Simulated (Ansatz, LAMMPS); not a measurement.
# Elastic response of amorphous 64SiO2-25Y2O3-11Al2O3 (mol %) (164 atoms): runs compared

How stiff is amorphous 64SiO2-25Y2O3-11Al2O3 (mol %) (164 atoms)?

Computed with Ansatz 0.2.0: Kohn-Sham DFT, PBE, PAW (set soft_1), plane waves.

### Step 1. The cell as built

The cell holds 164 atoms: 28 Si, 22 Y, 10 Al and 104 O. Cell: a = 13.169 Å, b = 13.169 Å, c = 13.169 Å, α = 90.0°, β = 90.0°, γ = 90.0°. 164 atoms (28 Si, 22 Er, 10 Al, 104 O) placed at random at 4.5 g/cm³, melted at 5000 K for 10 ps at fixed volume with the Morse and Coulomb pair potential with partial charges (Pedone, Malavasi, Menziani, Cormack and Segre, J. Phys. Chem. B 110, 11780 (2006)). Quenched from 5000 K to 300 K at 300 K/ps and fixed volume, held 10 ps at zero pressure, then minimised at fixed cell. Then Er was replaced by Y and the cell scaled by 1.01 (the potential has no terms for the new elements, so the cell is a start for a DFT relaxation).

What the set-up can't give: The quench rate of 300 K/ps far exceeds what a furnace or splat quench reaches, so expect more defects and frozen-in strain than in a real sample. The starting topology of bonds comes from the classical model, and needn't be the one that DFT or experiment would give. The Brillouin zone is sampled at Γ only.

### Step 2. The reference run

The reference is a single point at the end of the relaxation.

Every strained cell starts from the geometry of this run, and its atoms are relaxed with the cell held.

Its input, with most atom lines left out:

```yaml
crystal:
  lattice:
    - [12.89214, -0.07056, -0.22692]
    - [-0.07056, 13.09082, -0.01197]
    - [-0.22692, -0.01197, 13.31164]
  atoms:
    - { symbol: Si, position: [0.47864, 0.7139, 0.30914] }
    - { symbol: Si, position: [0.35384, 0.51487, 0.25293] }
    - { symbol: Si, position: [0.56698, 0.28625, 0.83759] }
    - { symbol: Si, position: [0.52941, 0.5762, 0.48643] }
    - { symbol: Si, position: [0.30363, 0.54322, 0.02061] }
    - { symbol: Si, position: [0.00887, 0.90419, 0.44615] }
    - { symbol: Si, position: [0.45835, 0.09044, 0.93883] }
    [... atom lines 8 to 164 left out ...]
kpoints:
  mp_grid: { grid: [1, 1, 1] }
hamiltonian:
  xc: pbe
  pseudopotentials: { kind: paw, azcp: { folder: soft_1 } }
scf:
  occupations: { method: fixed }
output:
  forces: true
  stress: true
  populations: true
  dos:
    method: { smearing: { sigma: 0.08 } }
    de: 0.1
    projected: { site_lists: { Al: [Al], O: [O], Si: [Si], "Y": ["Y"] } }
  eigenvalues: true
  write_density: true
  write_potential: true
  volumetric_format: npy
```

| Item | Value |
| --- | --- |
| free energy per atom | -1018.8910 eV/atom |
| r.m.s. force component | 0.00638 eV/Å |
| pressure | 0.01336 GPa |

Filled and empty levels are parted by 3.71 eV (at Γ alone); a semilocal functional tends to put such gaps too low. In a disordered cell it changes from sample to sample, and tail or defect levels can set it.

### Step 3. The runs

Each row is one run, on 4 threads of Intel Xeon Platinum 8488C (Sapphire Rapids), shared host. The free energy is the program's total, comparable only between runs with the same functional, potentials and atoms.

| run | atoms | outcome | ionic steps, all passes | free energy (eV) | time | host memory (GiB) |
| --- | --- | --- | --- | --- | --- | --- |
| Single point at the start | 164 | converged | - | -167091.337 | 39 s | 3.6 |
| Cell and atoms relaxed | 164 | converged | 19 | -167098.119 | 9.4 min | 3.7 |
| Single point at the relaxed geometry | 164 | converged | - | -167098.119 | 64 s | 3.9 |
| Volume -3 % | 164 | converged | 10 | -167097.661 | 5.6 min | 3.9 |
| Volume +3 % | 164 | converged | 8 | -167097.683 | 5.2 min | 4.1 |
| Volume -6 % | 164 | converged | 16 | -167096.209 | 8.8 min | 3.8 |
| Volume +6 % | 164 | converged | 10 | -167096.460 | 6.2 min | 4.2 |
| Volume -10 % | 164 | cut at the time limit | 11 | -167092.465 | 7.6 min | 3.7 |

In some runs the program notes that the exchange-correlation potential is rough where the density is thin and the SCF threshold is loose for the stress.

### Step 4. Pressure against volume

Atoms are relaxed at each volume, in the scaled cell.

| volume change (%) | volume (Å³/atom) | energy change (meV/atom) | pressure (GPa) | largest move on relaxing (Å) | bonds | gap (eV) |
| --- | --- | --- | --- | --- | --- | --- |
| -6 | 12.873 | 11.65 | 4.64 | 0.49 | 301 | 3.81 |
| -3 | 13.283 | 2.79 | 2.22 | 0.27 | 298 | 3.69 |
| +0 | 13.694 | 0.00 | 0.01 | - | 295 | 3.71 |
| +3 | 14.105 | 2.66 | -2.02 | 0.16 | 292 | 3.67 |
| +6 | 14.516 | 10.12 | -3.71 | 0.30 | 289 | 3.60 |

### Step 5. Outcome

The bulk modulus, from the slope of pressure against ln V over the three points nearest the relaxed volume, is 70.7 GPa; a quadratic over all points gives a pressure derivative of about 2.7. The count of bonds runs from 289 to 301 over the series, so at some points contacts cross the cutoffs. The gap goes from 3.81 eV at the smallest volume to 3.60 eV at the largest, -1.5 eV per unit of ln V by a straight line, not monotonically (lowest 3.60, highest 3.81 eV), on the run's k-points.

Caveats: Strains are finite and relaxations stop at the force tolerance of the input, which can leave moduli too stiff; they are those of a static cell at zero temperature. Volumes are changed with the cell's shape held, so in an anisotropic solid the modulus lies over the one under free hydrostatic load. The program notes that the SCF threshold of the relaxations is loose for the stress.

The DFT runs together took 44 min of wall time.

[Logs are printed without paths, hosts, clocks, repeated set-up lines and the standing remarks that a program may print on its own settings, such as how far it seeks lower states.]

[Hosts, paths, dates, database ids (printed as entryN), source tags and the programs' standing remarks are cut or masked in the printed files.]
